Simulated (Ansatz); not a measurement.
**VInSi: relaxing a made-up structure**

Starting from a made-up structure for VInSi, the aim is the relaxed cell, its shortest contacts and, where a second run follows, its electronic structure.

Calculated with Ansatz 0.2.0; DFT, PBEsol, plane-wave PAW, files of the set soft_1, scalar-relativistic, ferromagnetic start, cell and ions relaxed at zero pressure; PAW set soft_1, in the first sound run; inputs show where later runs differ.

### 1. The structure

Symmetry: P4/nmm, No. 129, tetragonal system. The conventional cell has a = 3.574 Å, b = 3.574 Å, c = 7.693 Å, α = 90.00°, β = 90.00°, γ = 90.00°. Nearest to In lie 4 Si at 2.61 Å and 5 V at 2.73 to 2.85 Å. Nearest to V lie 5 In at 2.73 to 2.85 Å and 4 V at 3.12 Å and 4 Si at 3.43 Å. Nearest to Si lie 4 Si at 2.53 Å and 4 In at 2.61 Å and 4 V at 3.43 Å. Farther neighbours are not listed.

### 2. Relaxing cell and atoms

The guess takes its coordinates from another compound and its volume from a rule, so the cell and any free coordinates are relaxed together.

Input file input.yaml:

```yaml
crystal:
  lattice:
    - [3.574, 0.0, 0.0]
    - [0.0, 3.574, 0.0]
    - [0.0, 0.0, 7.693]
  atoms:
    - { symbol: In, position: [0.0, 0.5, 0.7519] }
    - { symbol: In, position: [0.5, 0.0, 0.2481] }
    - { symbol: V, position: [0.0, 0.5, 0.3813], spin: 2.0 }
    - { symbol: V, position: [0.5, 0.0, 0.6187], spin: 2.0 }
    - { symbol: Si, position: [0.5, 0.5, 0.0] }
    - { symbol: Si, position: [0.0, 0.0, 0.0] }
magnetization:
  spin_polarized: true
kpoints:
  mp_grid: { grid: [8, 8, 4] }
scf:
  occupations: { method: fermi_dirac, width: 0.05 }
hamiltonian:
  xc: pbesol
  pseudopotentials: { kind: paw, azcp: { folder: soft_1 }, xc_functional: pbe }
relax:
  f_tol: 0.015
  max_steps: 70
  cell: {}
output:
  forces: true
  stress: true
```

The run is started by

```bash
$ ansatz run input.yaml --threads 4 --pin off --max-ram 10240MiB --backend cpu --events-out ev --progress --plain --runs-dir out
```

Numbers of over 12 decimals in the logs are rounded to 6 here.

Log:

```text
Engine: ansatz 0.2.0, aarch64-unknown-linux-gnu
Pseudopotentials: kind: paw
Pseudopotential: In, paw, valence charge 13, recommended cutoff 420 eV (normal), soft_1/In.paw.azcp
Pseudopotential: V, paw, valence charge 13, recommended cutoff 420 eV (normal), soft_1/V.paw.azcp
Pseudopotential: Si, paw, valence charge 4, recommended cutoff 420 eV (normal), soft_1/Si.paw.azcp
Functional definition: PBEsol
  exchange = pbesol_x
  correlation = pbesol_c
Crystal: 6 atoms, lattice volume = 98.266 Å³
Basis set: ecut = 420 eV, 1917 PW (Γ), exchange–correlation on 48×48×108 points (8 copies of the dense FFT grid, shifted against one another)
Bands: 39, of which v1, the nominal top of the filled ones, is band 30 counted from 1 (29 counted from 0)
Symmetry: 16 space group operations
Space group: P4/nmm (ITA 129), of the structure as read, at distance tolerance 4.6e-5 Å
Magnetic group: BNS 129.411 (UNI 1071), of the structure as read, at distance tolerance 4.6e-5 Å
k-points: 45 of 256
Non-local potential: In, projectors of the file, l = 0: 2, l = 1: 2, l = 2: 2, l = 3: 1
Non-local potential: V, projectors of the file, l = 0: 3, l = 1: 2, l = 2: 3, l = 3: 1
Non-local potential: Si, projectors of the file, l = 0: 2, l = 1: 2, l = 2: 1
PAW form: soft (Blöchl's): semilocal exchange-correlation on the pseudo side does not see the compensation charge
PAW frozen core: In, regenerated for the run's functional, and the local potential with it (the file was generated under x = pbe(κ = 0.804, μ = 0.219515), c = pbe(β = 0.066725))
PAW frozen core: V, regenerated for the run's functional, and the local potential with it (the file was generated under x = pbe(κ = 0.804, μ = 0.219515), c = pbe(β = 0.066725))
PAW frozen core: Si, regenerated for the run's functional, and the local potential with it (the file was generated under x = pbe(κ = 0.804, μ = 0.219515), c = pbe(β = 0.066725))
PAW one-centre angular grid: In, 590 points (default); XC on 64 Gauss nodes
PAW one-centre angular grid: V, 590 points (default); XC on 64 Gauss nodes
PAW one-centre angular grid: Si, 110 points (default); XC on 64 Gauss nodes
Initial density: superposition of atomic densities (chi_scale 0.1, normalization cell)
Starting moments: Σ|m| = 4 μB on 2 of 6 sites
Initial wavefunctions: pseudopotential atomic-orbital guess
Functional: x = pbesol(κ = 0.804, μ = 0.123457), c = pbesol(β = 0.046)
iter 1 solved again at ethr=2.55e-3 eV; its pass at ethr=3.10e-3 eV (dr2=1.53e0 eV) is discarded
SCF iter   1: F=—  HF=-18059.641671 eV  |F-HF|=—  |Δ(HF+E_count)|=         —  Δρ=2.51e-2 (↑2.51e-2 ↓1.80e-2)  dr2=1.53e0  dr2_m=1.58e-1  M=3.614 μB ∫|m|=3.691 μB  β_m=0.30  ethr=2.55e-3  ⟨swp⟩=1.0  Hψ=18841  notcnv=0
Mixer restart at iter 1: flushing history
preconditioner: auto → Kerker (q_TF=auto, 2.513 Å⁻¹)  [metal: Δε(μ)=0.010 eV  Ē_g=10.260 eV  σ=0.050 eV  W_gap=0.05  n_scr=30 (ndim 8)  ℏωp=24.8 eV  f_vac=0.000  D(μ)=3.84/eV (n_scr^D=38)]
spin=Collinear: Kerker preconditioning applied to the charge; magnetization (m = ρ↑ − ρ↓) channel mixes plain (no charge-response kernel on spin).
SCF iter   2: F=—  HF=-18059.328505 eV  |F-HF|=—  |Δ(HF+E_count)|=   3.13e-1  Δρ=1.51e-2 (↑1.44e-2 ↓1.51e-2)  dr2=1.01e0  dr2_m=6.81e-2  M=3.617 μB ∫|m|=3.707 μB  β_m=0.52  ethr=2.54e-3  ⟨swp⟩=2.5  Hψ=5138  notcnv=0  defer=2
SCF iter   3: F=—  HF=-18059.684419 eV  |F-HF|=—  |Δ(HF+E_count)|=   3.56e-1  Δρ=1.05e-2 (↑7.31e-3 ↓1.05e-2)  dr2=9.52e-1  dr2_m=1.87e-2  M=3.600 μB ∫|m|=3.700 μB  β_m=0.76  ethr=1.68e-3  ⟨swp⟩=2.7  Hψ=6134  notcnv=0  defer=4
SCF iter   4: F=—  HF=-18059.769936 eV  |F-HF|=—  |Δ(HF+E_count)|=   8.55e-2  Δρ=5.12e-3 (↑4.04e-3 ↓5.12e-3)  dr2=2.06e-1  dr2_m=2.06e-3  M=3.562 μB ∫|m|=3.659 μB  β_m=0.73  ethr=1.59e-3  ⟨swp⟩=2.1  Hψ=4908  notcnv=0  defer=61
SCF iter   5: F=—  HF=-18059.765825 eV  |F-HF|=—  |Δ(HF+E_count)|=         —  Δρ=6.69e-3 (↑6.69e-3 ↓1.70e-3)  dr2=4.48e-2  dr2_m=1.40e-2  M=3.359 μB ∫|m|=3.446 μB  β_m=0.73  ethr=3.43e-4  ⟨swp⟩=3.0  Hψ=5474  notcnv=0  defer=87
Mixer restart at iter 5: flushing history
SCF iter   6: F=—  HF=-18059.766519 eV  |F-HF|=—  |Δ(HF+E_count)|=   6.94e-4  Δρ=1.31e-3 (↑1.31e-3 ↓1.17e-3)  dr2=3.21e-3  dr2_m=5.02e-5  M=3.387 μB ∫|m|=3.474 μB  β_m=0.69  ethr=7.47e-5  ⟨swp⟩=2.2  Hψ=7311  notcnv=0  defer=86
SCF iter   7: F=—  HF=-18059.765710 eV  |F-HF|=—  |Δ(HF+E_count)|=   8.09e-4  Δρ=1.06e-3 (↑1.06e-3 ↓5.65e-4)  dr2=8.10e-4  dr2_m=5.28e-4  M=3.352 μB ∫|m|=3.438 μB  β_m=0.76  ethr=5.35e-6  ⟨swp⟩=2.0  Hψ=6793  notcnv=0  defer=86
SCF iter   8: F=—  HF=-18059.765565 eV  |F-HF|=—  |Δ(HF+E_count)|=   1.45e-4  Δρ=3.12e-4 (↑2.37e-4 ↓3.12e-4)  dr2=1.66e-4  dr2_m=5.40e-5  M=3.354 μB ∫|m|=3.440 μB  β_m=0.88  ethr=1.35e-6  ⟨swp⟩=2.0  Hψ=4002  notcnv=0  defer=86
SCF iter   9: F=—  HF=-18059.765550 eV  |F-HF|=—  |Δ(HF+E_count)|=   1.48e-5  Δρ=1.13e-4 (↑7.08e-5 ↓1.13e-4)  dr2=9.10e-5  dr2_m=3.90e-6  M=3.353 μB ∫|m|=3.438 μB  β_m=0.94  ethr=2.76e-7  ⟨swp⟩=1.9  Hψ=3835  notcnv=0  defer=86
SCF iter  10: F=—  HF=-18059.765542 eV  |F-HF|=—  |Δ(HF+E_count)|=   8.35e-6  Δρ=6.80e-5 (↑3.96e-5 ↓6.80e-5)  dr2=3.36e-5  dr2_m=4.59e-7  M=3.353 μB ∫|m|=3.438 μB  β_m=0.81  ethr=1.52e-7  ⟨swp⟩=1.4  Hψ=3564  notcnv=0  defer=86
SCF iter  11: F=—  HF=-18059.765538 eV  |F-HF|=—  |Δ(HF+E_count)|=   4.14e-6  Δρ=1.62e-5 (↑1.13e-5 ↓1.62e-5)  dr2=1.85e-6  dr2_m=2.11e-8  M=3.352 μB ∫|m|=3.437 μB  β_m=0.82  ethr=5.60e-8  ⟨swp⟩=1.5  Hψ=3681  notcnv=0  defer=86
SCF iter  12: F=—  HF=-18059.765538 eV  |F-HF|=—  |Δ(HF+E_count)|=   2.67e-7  Δρ=2.72e-6 (↑2.72e-6 ↓2.01e-6)  dr2=2.01e-8  dr2_m=1.64e-9  M=3.352 μB ∫|m|=3.437 μB  β_m=0.91  ethr=3.09e-9  ⟨swp⟩=1.9  Hψ=4033  notcnv=0  defer=86
SCF iter  13: F=-18059.765538 eV  HF=-18059.765538 eV  |F-HF|=2.55e-9  |Δ(HF+E_count)|=   4.72e-9  Δρ=6.16e-7 (↑6.16e-7 ↓4.67e-7)  dr2=3.05e-9  dr2_m=3.62e-11  M=3.352 μB ∫|m|=3.437 μB  ethr=3.35e-11  ⟨swp⟩=1.9  Hψ=10233  notcnv=0
SCF 1 converged in 13 iterations: F = -18059.765538 eV  dr2 = 3.05e-9
  greatest PAW one-centre occupation: 1.000 electrons in one spin orbital (limit 2), on the V atom at site 3 (counted from 0), in its partial waves of l = 0
relax step   1: F+E_penalty+E_count = -18059.76553759 eV  Δ(F+E_penalty+E_count) = +0.000e0 eV  max|allowed force component| = 2.600e0 eV/Å  Δτ_max = 0.0000 Å  P = +10.925 GPa  Ω = 98.266 Å³  (13 SCF iters, dr2 threshold 1.00e-7 eV, accepted)
Crystal: 6 atoms, lattice volume = 103.015 Å³
Basis set: ecut = 420 eV, 1995 PW (Γ), exchange–correlation on 48×48×108 points (8 copies of the dense FFT grid, shifted against one another)
[...]
relax step  11: F+E_penalty+E_count = -18062.65875932 eV  Δ(F+E_penalty+E_count) = -3.086e-2 eV  max|allowed force component| = 4.392e-2 eV/Å  Δτ_max = 0.0125 Å  P = +0.284 GPa  Ω = 106.474 Å³  energy of the carried Pulay correction = -4.105e-4 eV  (10 SCF iters, dr2 threshold 6.00e-7 eV, accepted)
relax step  12: F+E_penalty+E_count = -18062.66255228 eV  Δ(F+E_penalty+E_count) = -3.793e-3 eV  max|allowed force component| = 9.265e-3 eV/Å  Δτ_max = 0.0074 Å  P = -0.106 GPa  Ω = 107.300 Å³  energy of the carried Pulay correction = -6.544e-4 eV  (10 SCF iters, dr2 threshold 6.00e-7 eV, accepted)
relax step  13: F+E_penalty+E_count = -18062.66309089 eV  Δ(F+E_penalty+E_count) = -5.386e-4 eV  max|allowed force component| = 2.783e-3 eV/Å  Δτ_max = 0.0018 Å  P = -0.014 GPa  Ω = 107.091 Å³  energy of the carried Pulay correction = -5.915e-4 eV  (9 SCF iters, dr2 threshold 3.31e-7 eV, accepted)
iter 1 solved again at ethr=1.12e-7 eV; its pass at ethr=3.10e-3 eV (dr2=6.73e-5 eV) is discarded
SCF iter   1: F=—  HF=-18062.663599 eV  |F-HF|=—  |Δ(HF+E_count)|=         —  Δρ=2.26e-4 (↑2.26e-4 ↓2.26e-4)  dr2=5.89e-6  dr2_m=2.39e-10  M=0.000 μB ∫|m|=0.000 μB  β_m=0.65  ethr=1.12e-7  ⟨swp⟩=3.1  Hψ=24146  notcnv=0
preconditioner: auto → Kerker (q_TF=auto, 2.289 Å⁻¹)  [metal: Δε(μ)=0.016 eV  Ē_g=10.337 eV  σ=0.050 eV  W_gap=0.08  n_scr=18 (ndim 8)  ℏωp=23.8 eV  f_vac=0.000  D(μ)=6.54/eV (n_scr^D=74)]
spin=Collinear: Kerker preconditioning applied to the charge; magnetization (m = ρ↑ − ρ↓) channel mixes plain (no charge-response kernel on spin).
SCF iter   2: F=—  HF=-18062.663736 eV  |F-HF|=—  |Δ(HF+E_count)|=   1.37e-4  Δρ=8.08e-5 (↑8.08e-5 ↓8.08e-5)  dr2=8.46e-7  dr2_m=8.77e-11  M=0.000 μB ∫|m|=0.000 μB  β_m=0.65  ethr=9.82e-9  ⟨swp⟩=1.8  Hψ=3992  notcnv=0
SCF iter   3: F=—  HF=-18062.663755 eV  |F-HF|=—  |Δ(HF+E_count)|=   1.92e-5  Δρ=2.17e-6 (↑2.17e-6 ↓1.94e-6)  dr2=5.92e-8  dr2_m=4.48e-11  M=0.000 μB ∫|m|=0.000 μB  β_m=0.69  ethr=1.41e-9  ⟨swp⟩=1.3  Hψ=3540  notcnv=0
SCF iter   4: F=—  HF=-18062.663755 eV  |F-HF|=—  |Δ(HF+E_count)|=   5.29e-8  Δρ=2.08e-6 (↑2.08e-6 ↓1.88e-6)  dr2=7.96e-8  dr2_m=2.78e-11  M=0.000 μB ∫|m|=0.000 μB  β_m=0.69  ethr=9.87e-11  ⟨swp⟩=1.7  Hψ=3663  notcnv=0
SCF iter   5: F=—  HF=-18062.663755 eV  |F-HF|=—  |Δ(HF+E_count)|=   3.87e-8  Δρ=1.82e-6 (↑1.82e-6 ↓1.74e-6)  dr2=6.84e-8  dr2_m=1.44e-11  M=0.000 μB ∫|m|=0.000 μB  β_m=0.84  ethr=9.87e-11  ⟨swp⟩=2.0  Hψ=3995  notcnv=0
SCF iter   6: F=—  HF=-18062.663755 eV  |F-HF|=—  |Δ(HF+E_count)|=   8.25e-9  Δρ=8.65e-7 (↑8.65e-7 ↓7.23e-7)  dr2=8.62e-9  dr2_m=7.32e-12  M=0.000 μB ∫|m|=0.000 μB  β_m=0.79  ethr=9.87e-11  ⟨swp⟩=1.8  Hψ=3713  notcnv=0
SCF iter   7: F=—  HF=-18062.663755 eV  |F-HF|=—  |Δ(HF+E_count)|=   4.06e-9  Δρ=2.11e-7 (↑1.67e-7 ↓2.11e-7)  dr2=2.58e-10  dr2_m=8.72e-13  M=0.000 μB ∫|m|=0.000 μB  β_m=0.80  ethr=1.44e-11  ⟨swp⟩=2.0  Hψ=5415  notcnv=0
SCF iter   8: F=—  HF=-18062.663758 eV  |F-HF|=—  |Δ(HF+E_count)|=   2.71e-6  Δρ=2.69e-7 (↑2.63e-7 ↓2.69e-7)  dr2=2.35e-10  dr2_m=7.69e-13  M=0.000 μB ∫|m|=0.000 μB  β_m=0.90  ethr=1.00e-12  ⟨swp⟩=3.0  Hψ=7020  notcnv=0
SCF iter   9: F=—  HF=-18062.663758 eV  |F-HF|=—  |Δ(HF+E_count)|=  6.18e-11  Δρ=1.95e-7 (↑1.95e-7 ↓1.93e-7)  dr2=1.16e-10  dr2_m=5.19e-13  M=0.000 μB ∫|m|=0.000 μB  β_m=0.95  ethr=1.00e-12  ⟨swp⟩=1.1  Hψ=3518  notcnv=0
SCF iter  10: F=—  HF=-18062.663758 eV  |F-HF|=—  |Δ(HF+E_count)|=  6.91e-11  Δρ=6.85e-8 (↑6.37e-8 ↓6.85e-8)  dr2=3.26e-11  dr2_m=2.87e-14  M=0.000 μB ∫|m|=0.000 μB  β_m=0.94  ethr=1.00e-12  ⟨swp⟩=1.6  Hψ=3634  notcnv=0
SCF iter  11: F=-18062.663758 eV  HF=-18062.663758 eV  |F-HF|=1.09e-11  |Δ(HF+E_count)|=  1.09e-11  Δρ=2.28e-8 (↑2.28e-8 ↓2.13e-8)  dr2=6.37e-12  dr2_m=1.52e-15  M=0.000 μB ∫|m|=0.000 μB  ethr=1.00e-12  ⟨swp⟩=2.0  Hψ=8448  notcnv=0
the starting moments were not kept: the SCF closed with an absolute magnetisation of 2.5e-7 μB, where they sum to 4 μB in size (2 sites). That is at most 0.1 of that sum. Measured as dr2_m measures the in/out step, that magnetisation stands 1.1e-14 eV from none, at or under the dr2_threshold of 6.0e-11 eV: it is no larger than a step whose dr2_m would equal this threshold.
SCF 14 converged in 11 iterations: F = -18062.663758 eV  dr2 = 6.37e-12
relax step  14: F+E_penalty+E_count = -18062.66375784 eV  Δ(F+E_penalty+E_count) = -6.669e-4 eV  max|allowed force component| = 3.075e-3 eV/Å  Δτ_max = 0.0000 Å  P = -0.017 GPa  Ω = 107.091 Å³  stress off target by 3.60e-2 GPa  SCF on the basis re-selected at this cell (its energy is not comparable with the rows above)  (11 SCF iters)
basis re-selected at this cell: Δ(F+E_penalty+E_count) = -6.669e-4 eV, ΔP = -0.003 GPa vs the last step (what re-selecting the basis moved, of the pressure what is left beyond the Pulay correction that the steps carried, after the strain that the cell walked since its last selection, with what the two solves' SCF thresholds leave and, on support functions, any second-order correction that the steps lacked; it is no m [...]
SCF converged after 11 iterations
Magnetization: 0.0000 μB (30.0000 up, 30.0000 down)
Absolute magnetization: 0.0000 μB (∫|ρ↑−ρ↓|, with the PAW one-centre terms)
Spin contamination: 0.0000 ħ² per cell (⟨S²⟩ above its minimum at these occupations)
Per-site moments (μB) at R_I (Å): [(4.077821516021874e-9, 1.171308), (4.0778214398055105e-9, 1.171308), (7.998430758689887e-8, 1.046006), (7.99843076496635e-8, 1.046006), (5.688391902396054e-9, 0.955537), (5.6883919185644155e-9, 0.955537)]
Free energy (F): -18062.663758 eV
Harris-Foulkes:  -18062.663758 eV  (|F-HF|=1.09e-11)
Internal energy: -18062.611881 eV  (E = F + TS)
E sigma→0 (E₀):  -18062.637819 eV
Entropy (-TS):   -0.051877 eV (-8.646 meV/atom)
Fermi energy:    11.784657 eV
--- Per-component energies (eV) ---
  E_band       = -365.253780
  E_kinetic    = 1113.353749
  E_local      = -7161.497075  (includes V_loc(G=0)·N_el)
  E_nonlocal   = 870.872746
  E_hartree    = 3180.396438
  E_xc         = -626.084700
  E_vxc        = -568.069444  (∫ρ·V_xc dr)
  E_paw        = -11468.834301  (= ΣΔE_a)
  E_vpaw       = -980.709240  (= ΣTr[D̂ρ^β])
  E_aug_tail   = 0.002389  (compensation charges beyond the density's cutoff)
  E_ewald      = -3971.655414
  E_core_change = 0.834287  (= ΣΔE_core)
  E_smearing   = -0.051877  (= −TS)
  E_closure    = 0.000000  (closes the sum)
  Σ components = -18062.663758   (vs F -18062.663758, Δ=0.00e0)
--- Forces (eV/Å), atoms counted from 1 ---
  atom   1  In     0.00000000     0.00000000    -0.00051646
  atom   2  In     0.00000000     0.00000000     0.00051646
  atom   3  V      0.00000000     0.00000000     0.00307455
  atom   4  V      0.00000000     0.00000000    -0.00307455
  atom   5  Si     0.00000000     0.00000000    -0.00000000
  atom   6  Si     0.00000000     0.00000000    -0.00000000
  max |Σ_I F_I| component: 2.78e-17 eV/Å
--- Stress (GPa, compression-positive) ---
       -0.008138       0.000000       0.000000
        0.000000      -0.008138       0.000000
        0.000000       0.000000      -0.035965
  P = ⅓ Tr σ = -0.0174 GPa (-0.174 kbar)
--- Relaxed structure (12 steps of the walk, 12 accepted, 2 SCFs on fresh bases) ---
  F+E_penalty+E_count = -18062.66375784 eV   max|allowed force component| = 3.075e-3 eV/Å   (the final SCF, on the basis selected at the relaxed cell)
  cell:  # Å, volume = 107.0905 Å³
    - [3.275961, 0, 0.0]
    - [0, 3.275961, 0.0]
    - [0.0, 0.0, 9.978693]
  atoms:
    - { symbol: In, position: [0, 0.5, 0.732870] }
    - { symbol: In, position: [0.5, 0, 0.267130] }
    - { symbol: V, position: [0, 0.5, 0.448310] }
    - { symbol: V, position: [0.5, 0, 0.551690] }
    - { symbol: Si, position: [0.5, 0.5, 6.388989794099771e-19] }
    - { symbol: Si, position: [0, 0, 6.388989794099771e-19] }
```

Elapsed: 94 s, on 4 threads of Arm Neoverse V1, shared host; peak memory 0.66 GiB; 6 min of CPU time.

The steps of the relaxation:

```csv
step,energy less that of the first step (eV),largest force component (eV/Å),pressure (GPa),volume (Å³)
1,0.0000,2.5995,10.93,98.27
2,-1.1961,0.6497,2.20,103.02
3,-1.7075,0.4223,0.52,105.04
4,-2.1227,0.3620,-1.47,105.63
5,-2.5385,0.2886,2.48,102.56
6,-2.7173,0.3463,1.99,103.42
7,-2.7673,0.1049,0.17,104.77
8,-2.7686,0.0641,-0.19,105.12
9,-2.7691,0.0058,0.03,104.97
10*,-2.8624,0.0217,1.24,104.97
11,-2.8932,0.0439,0.28,106.47
12,-2.8970,0.0093,-0.11,107.30
13,-2.8976,0.0028,-0.01,107.09
14*,-2.8982,0.0031,-0.02,107.09
```

Relaxation steps marked * repeat the geometry before them on a plane-wave basis chosen anew for their cell, so energy and pressure can jump there.

Forces are held to the 16 operations that the run works with; a distortion that breaks them can't arise in this run.

```csv
cell as run,before,after,change
a (Å),3.574,3.276,-8.3 %
b (Å),3.574,3.276,-8.3 %
c (Å),7.693,9.979,+29.7 %
volume (Å³/atom),16.38,17.85,+9.0 %
```

The atoms that moved most (Å, as changes of fractional coordinates times the final cell):

```csv
atom,dx,dy,dz,length
V4,0.000,0.000,-0.669,0.669
V3,0.000,0.000,0.669,0.669
In2,0.000,0.000,0.190,0.190
In1,0.000,0.000,-0.190,0.190
```

The relaxed structure:

```cif
data_structure
_symmetry_space_group_name_H-M 'P 1'
_symmetry_Int_Tables_number 1
_cell_length_a 3.2760
_cell_length_b 3.2760
_cell_length_c 9.9787
_cell_angle_alpha 90.000
_cell_angle_beta 90.000
_cell_angle_gamma 90.000
_cell_volume 107.09
loop_
_atom_site_label
_atom_site_type_symbol
_atom_site_fract_x
_atom_site_fract_y
_atom_site_fract_z
_atom_site_occupancy
In1 In 0.00000 0.50000 0.73287 1
In2 In 0.50000 0.00000 0.26713 1
V3 V 0.00000 0.50000 0.44831 1
V4 V 0.50000 0.00000 0.55169 1
Si5 Si 0.50000 0.50000 0.00000 1
Si6 Si 0.00000 0.00000 0.00000 1
```

This step gave:

| Property | Result |
| --- | --- |
| free energy | -18062.6638 eV |
| energy at zero smearing | -18062.6378 eV |
| smearing term TS | 0.05188 eV |
| Fermi energy | 11.78 eV |
| electrons | 60 |
| symmetry operations | 16 |
| pressure | -0.01741 GPa |

Shortest distances by pair of elements, guess and relaxed (not always the same contact):

```csv
pair,guess (Å),relaxed (Å)
Si–Si,2.527,2.316
V–V,3.118,2.536
In–V,2.727,2.840
In–Si,2.615,3.129
In–In,3.574,3.276
```

The relaxation ends with a largest force component of 0.0031 eV/Å and a pressure of -0.02 GPa. The starting moments have collapsed: the run ends non-magnetic.

[end of part 1 of 2]

[Logs are printed without paths, hosts, clocks, repeated set-up lines and the standing remarks that a program may print on its own settings, such as how far it seeks lower states.]

[Hosts, paths, dates, database ids (printed as entryN), source tags and the programs' standing remarks are cut or masked in the printed files.]
